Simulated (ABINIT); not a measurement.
# A GW chain in ABINIT: CsSrF3 (Pm-3m)

Aim: the G0W0 gap of CsSrF3 (Pm-3m) on LDA, step by step.

Program: ABINIT 10.8.3. Level of theory: LDA and many-body steps on it, plane waves. Results are calculated unless marked as measured.

## 1. The structure

Symmetry: Pm-3m, No. 221, cubic system. Conventional cell: a = 4.763 Å, b = 4.763 Å, c = 4.763 Å, α = 90.00°, β = 90.00°, γ = 90.00°. Nearest to Cs lie 12 F at 3.37 Å. Nearest to Sr lie 6 F at 2.38 Å. Nearest to F lie 2 Sr at 2.38 Å and 4 Cs at 3.37 Å. Farther neighbours and most contacts between anions are not listed.

The cell and positions are those that the Materials Project relaxed with its own functionals (PBE, PBE+U or r2SCAN), kept fixed. Spin-orbit coupling is left out unless a step names it.

## 2. Ground state

This step: ABINIT 10.8.3; DFT, LDA, plane waves, norm-conserving pseudopotentials.

The ground-state density comes first.

Contents of run.abi:

```
acell 3*1.0 Angstrom
rprim 
  4.763247010000 0.000000000000 0.000000000000
  0.000000000000 4.763247010000 0.000000000000
  0.000000000000 0.000000000000 4.763247010000
ntypat 3
znucl 55 38 9
natom 5
typat 1 2 3 3 3
xred 
  0.000000000000 0.000000000000 0.000000000000
  0.500000000000 0.500000000000 0.500000000000
  0.000000000000 0.500000000000 0.500000000000
  0.500000000000 0.000000000000 0.500000000000
  0.500000000000 0.500000000000 0.000000000000
pp_dirpath "pseudos"
pseudos "Cs.upf, Sr.upf, F.upf"
ecut 36
ngkpt 4 4 4
nshiftk 1
shiftk 0 0 0
kptopt 1
chksymbreak 0
nband 26
occopt 1
tolvrs 1e-10
nstep 60
prtwf 0
optforces 0
optstress 0
indata_prefix "in"
outdata_prefix "out"
tmpdata_prefix "tmp"
```

Command:

```sh
> OMP_NUM_THREADS=1 mpirun -n 8 abinit run.abi > log
```

Numbers of over 12 decimals in the logs are rounded to 6 here.

The program printed:

```text
.Version 10.8.3 of ABINIT. v10.8.2 released Aug 2026.

 Symmetries : space group Pm -3 m (#221); Bravais cP (primitive cubic)
================================================================================
 Values of the parameters that define the memory need of the present run
     intxc =       0    ionmov =       0      iscf =       7    lmnmax =       8
     lnmax =       8     mgfft =      50  mpssoang =       4    mqgrid =    3001
     natom =       5  nloc_mem =       1    nspden =       1   nspinor =       1
    nsppol =       1      nsym =      48    n1xccc =    2501    ntypat =       3
    occopt =       1   xclevel =       1
-    mband =          26        mffmem =           1         mkmem =           2
       mpw =        7532          nfft =      125000          nkpt =          10
================================================================================
  Rough estimation (10% accuracy) of disk space for files :
================================================================================

--------------------------------------------------------------------------------
------------- Echo of variables that govern the present computation ------------
--------------------------------------------------------------------------------
 -outvars: echo values of preprocessed input variables --------
            acell      1.8897261259E+00  1.8897261259E+00  1.8897261259E+00 Bohr

      chksymbreak           0
             ecut      3.60000000E+01 Hartree
-          fftalg         312

              ixc       -1012
              kpt      0.00000000E+00  0.00000000E+00  0.00000000E+00
                       2.50000000E-01  0.00000000E+00  0.00000000E+00
                       5.00000000E-01  0.00000000E+00  0.00000000E+00
                       2.50000000E-01  2.50000000E-01  0.00000000E+00
                       5.00000000E-01  2.50000000E-01  0.00000000E+00
                       5.00000000E-01  5.00000000E-01  0.00000000E+00
                       2.50000000E-01  2.50000000E-01  2.50000000E-01
                       5.00000000E-01  2.50000000E-01  2.50000000E-01
                       5.00000000E-01  5.00000000E-01  2.50000000E-01
                       5.00000000E-01  5.00000000E-01  5.00000000E-01
         kptrlatt        4    0    0      0    4    0      0    0    4
          kptrlen      3.60049293E+01
P           mkmem           2
            natom           5
            nband          26
            ngfft          50      50      50
             nkpt          10
            nstep          60
             nsym          48
           ntypat           3
              occ      2.000000  2.000000  2.000000  2.000000  2.000000  2.000000
                       2.000000  2.000000  2.000000  2.000000  2.000000  2.000000
                       2.000000  2.000000  2.000000  2.000000  2.000000  2.000000
                       2.000000  2.000000  0.000000  0.000000  0.000000  0.000000
                       0.000000  0.000000
        optforces           0
        optstress           0
            prtwf           0
            rprim      4.7632470100E+00  0.0000000000E+00  0.0000000000E+00
                       0.0000000000E+00  4.7632470100E+00  0.0000000000E+00
[...]
spgroup         221

           tolvrs      1.00000000E-10

             xred      0.0000000000E+00  0.0000000000E+00  0.0000000000E+00
[...]
znucl       55.00000   38.00000    9.00000

================================================================================

 chkinp: Checking input parameters for consistency.

================================================================================
== DATASET  1 ==================================================================
-   mpi_nproc: 8, omp_nthreads: 1 (-1 if OMP is not activated)
-    --> not optimal distribution: autoparal keyword recommended in input file <--

--- !DatasetInfo
iteration_state: {dtset: 1, }
dimensions: {natom: 5, nkpt: 10, mband: 26, nsppol: 1, nspinor: 1, nspden: 1, mpw: 7532, }
cutoff_energies: {ecut:  36.0, pawecutdg:  -1.0, }
electrons: {nelect:   4.00000000E+01, charge:   0.00000000E+00, occopt:   1.00000000E+00, tsmear:   1.00000000E-02, }

 Real(R)+Recip(G) space primitive vectors, cartesian coordinates (Bohr,Bohr^-1):
 R(1)=  9.0012323  0.0000000  0.0000000  G(1)=  0.1110959  0.0000000  0.0000000
 R(2)=  0.0000000  9.0012323  0.0000000  G(2)=  0.0000000  0.1110959  0.0000000
 R(3)=  0.0000000  0.0000000  9.0012323  G(3)=  0.0000000  0.0000000  0.1110959
 Unit cell volume ucvol=  7.2929949E+02 bohr^3
 Angles (23,13,12)=  9.00000000E+01  9.00000000E+01  9.00000000E+01 degrees

 getcut: wavevector=  0.0000  0.0000  0.0000  ngfft=  50  50  50
         ecut(hartree)=     36.000   => boxcut(ratio)=   2.05661

--- Pseudopotential description ------------------------------------------------
- Cs Generated using ONCVPSP code by D. R. Hamann
- 55.00000   9.00000  201201                  znucl, zion, pspdat
12 -1012 3 -1 2328                            pspcod,pspxc,lmax,lloc,mmax
     nproj     2     2     2     2
  pspatm : epsatm=   21.68725381
         --- l  ekb(1:nproj) -->
[...]
pspatm: atomic psp has been read  and splines computed

- Sr Generated using ONCVPSP code by D. R. Hamann
- 38.00000  10.00000  180309                  znucl, zion, pspdat
12 -1012 2 -1 1812                            pspcod,pspxc,lmax,lloc,mmax
     nproj     2     2     2     0
  pspatm : epsatm=   12.22067766
         --- l  ekb(1:nproj) -->
[...]
pspatm: atomic psp has been read  and splines computed

- F Generated using ONCVPSP code by D. R. Hamann
-  9.00000   7.00000  201202                  znucl, zion, pspdat
12 -1012 2 -1 824                             pspcod,pspxc,lmax,lloc,mmax
     nproj     2     2     1     0
  pspatm : epsatm=    4.94580260
         --- l  ekb(1:nproj) -->
[...]
2   -2.364936
 pspatm: atomic psp has been read  and splines computed

   1.94981357E+03                                ecore*ucvol(ha*bohr**3)
--------------------------------------------------------------------------------

_setup2: Arith. and geom. avg. npw (full set) are    7521.141    7521.132

================================================================================

--- !BeginCycle
iteration_state: {dtset: 1, }
solver: {iscf: 7, nstep: 60, nline: 4, wfoptalg: 0, }
tolerances: {tolvrs: 1.00E-10, }

     iter   Etot(hartree)      deltaE(h)  residm     vres2
 ETOT  1  -131.49270950142    -1.315E+02 1.562E-01 9.048E+02
 ETOT  2  -131.52709857062    -3.439E-02 1.771E-02 6.233E+02
 ETOT  3  -131.79984544856    -2.727E-01 7.199E-03 8.679E+01
 ETOT  4  -131.81282399583    -1.298E-02 8.772E-04 3.285E+00
 ETOT  5  -131.81369641288    -8.724E-04 1.700E-04 1.359E-01
 ETOT  6  -131.81370543248    -9.020E-06 5.714E-05 3.057E-03
 ETOT  7  -131.81370572615    -2.937E-07 2.221E-05 1.262E-04
 ETOT  8  -131.81370574862    -2.248E-08 1.043E-05 1.756E-05
 ETOT  9  -131.81370575228    -3.657E-09 8.317E-06 1.099E-07
 ETOT 10  -131.81370575230    -2.103E-11 6.894E-06 3.742E-09
 ETOT 11  -131.81370575231    -1.342E-11 6.268E-06 2.712E-11

 At SCF step   11       vres2   =  2.71E-11 < tolvrs=  1.00E-10 =>converged.

--- !ResultsGS
iteration_state: {dtset: 1, }
comment   : Summary of ground state results
lattice_vectors:
- [  9.0012323,   0.0000000,   0.0000000, ]
- [  0.0000000,   9.0012323,   0.0000000, ]
- [  0.0000000,   0.0000000,   9.0012323, ]
lattice_lengths: [   9.00123,    9.00123,    9.00123, ]
lattice_angles: [ 90.000,  90.000,  90.000, ] # degrees, (23, 13, 12)
lattice_volume:   7.2929949E+02
convergence: {deltae: -1.342E-11, res2:  2.712E-11, residm:  6.268E-06, diffor:  0.000E+00, }
etotal    :  -1.31813706E+02
entropy   :   0.00000000E+00
fermie    :  -1.78983471E-03
cartesian_stress_tensor: null
pressure_GPa: null
xred      :
- [  0.0000E+00,   0.0000E+00,   0.0000E+00, Cs]
- [  5.0000E-01,   5.0000E-01,   5.0000E-01, Sr]
- [  0.0000E+00,   5.0000E-01,   5.0000E-01,  F]
- [  5.0000E-01,   0.0000E+00,   5.0000E-01,  F]
- [  5.0000E-01,   5.0000E-01,   0.0000E+00,  F]
cartesian_forces: null
force_length_stats: {min: null, max: null, mean: null, }

 Integrated electronic density in atomic spheres:
 ------------------------------------------------
 Atom  Sphere_radius  Integrated_density
[...]
================================================================================

 ----iterations are completed or convergence reached----

 Mean square residual over all n,k,spin=   60.665E-09; max=  62.681E-07
 reduced coordinates (array xred) for    5 atoms
       0.000000000000      0.000000000000      0.000000000000
       0.500000000000      0.500000000000      0.500000000000
       0.000000000000      0.500000000000      0.500000000000
       0.500000000000      0.000000000000      0.500000000000
       0.500000000000      0.500000000000      0.000000000000
 rms dE/dt=  0.0000E+00; max dE/dt=  0.0000E+00; dE/dt below (all hartree)
    1       0.000000000000      0.000000000000      0.000000000000
    2       0.000000000000      0.000000000000      0.000000000000
    3       0.000000000000      0.000000000000      0.000000000000
    4       0.000000000000      0.000000000000      0.000000000000
    5       0.000000000000      0.000000000000      0.000000000000

 cartesian coordinates (angstrom) at end:
    1      0.000000     0.000000     0.000000
    2      2.381624     2.381624     2.381624
    3      0.000000     2.381624     2.381624
    4      2.381624     0.000000     2.381624
    5      2.381624     2.381624     0.000000
 length scales=  1.889726125908  1.889726125908  1.889726125908 bohr
              =  1.000000000000  1.000000000000  1.000000000000 angstroms
 prteigrs : about to open file out_EIG
 Fermi (or HOMO) energy (hartree) =  -0.00179   Average Vxc (hartree)=  -0.34128
 Eigenvalues (hartree) for nkpt=  10  k points:
 kpt#   1, nband= 26, wtk=  0.01563, kpt=  0.0000  0.0000  0.0000 (reduced coord)
  -1.08948   -0.68337   -0.68010   -0.68010   -0.65291   -0.43974   -0.43974   -0.43974
  -0.16924   -0.16924   -0.16924   -0.01383   -0.01383   -0.01383   -0.01117   -0.01117
  -0.01117   -0.00179   -0.00179   -0.00179    0.22150    0.27866    0.27866    0.31332
   0.31332    0.31332
 prteigrs : prtvol=0 or 1, do not print more k-points.

--- !EnergyTerms
iteration_state     : {dtset: 1, }
comment             : Components of total free energy in Hartree
kinetic             :  6.27617150451792E+01
hartree             :  3.71128933480395E+01
xc                  : -3.15057535282616E+01
Ewald energy        : -8.36956558701010E+01
psp_core            :  2.67354301660455E+00
local_psp           : -1.19635390663791E+02
non_local_psp       :  4.74942900016092E-01
total_energy        : -1.31813705752314E+02
total_energy_eV     : -3.58683365974030E+03
band_energy         : -1.15500714485209E+01

== END DATASET(S) ==============================================================
================================================================================

 -outvars: echo values of variables after computation  --------
           etotal     -1.3181370575E+02
            nband          26
             nkpt          10
          spgroup         221
 [... the other variables as echoed above ...]

 Calculation completed.
```

Wall time 36 s (8 MPI ranks of Arm Neoverse N1, shared host); peak memory 0.68 GiB.

Numbers from this step:

```
total energy               : -3586.8337 eV
gap                        : 6.076 eV
k of the valence top       : 0, 0, 0
k of the conduction bottom : 0, 0, 0
least direct gap           : 6.076 eV
```

The gap is direct, at Γ.

(Continued in part 2 of 3.)

[Paths, hosts, dates, memory and timing lines, banners, echoed tables and standing remarks are left out of the program output.]

[Logs are printed without paths, hosts, clocks, repeated set-up lines and the standing remarks that a program may print on its own settings, such as how far it seeks lower states.]

[Runs of the session that timed out or met a known fault of the program may be left out.]

[Hosts, paths, dates, database ids (printed as entryN), source tags and the programs' standing remarks are cut or masked in the printed files.]

[G0W0 gaps are taken among the corrected bands and points alone; a level outside them can change the order at an edge.]

[Where Ansatz stands beside ABINIT at settings called matched, ABINIT's density can come from a denser mesh and the files from another edition; pairs whose starting gaps differed by over 0.03 eV were left out, so agreement reads better than it is.]
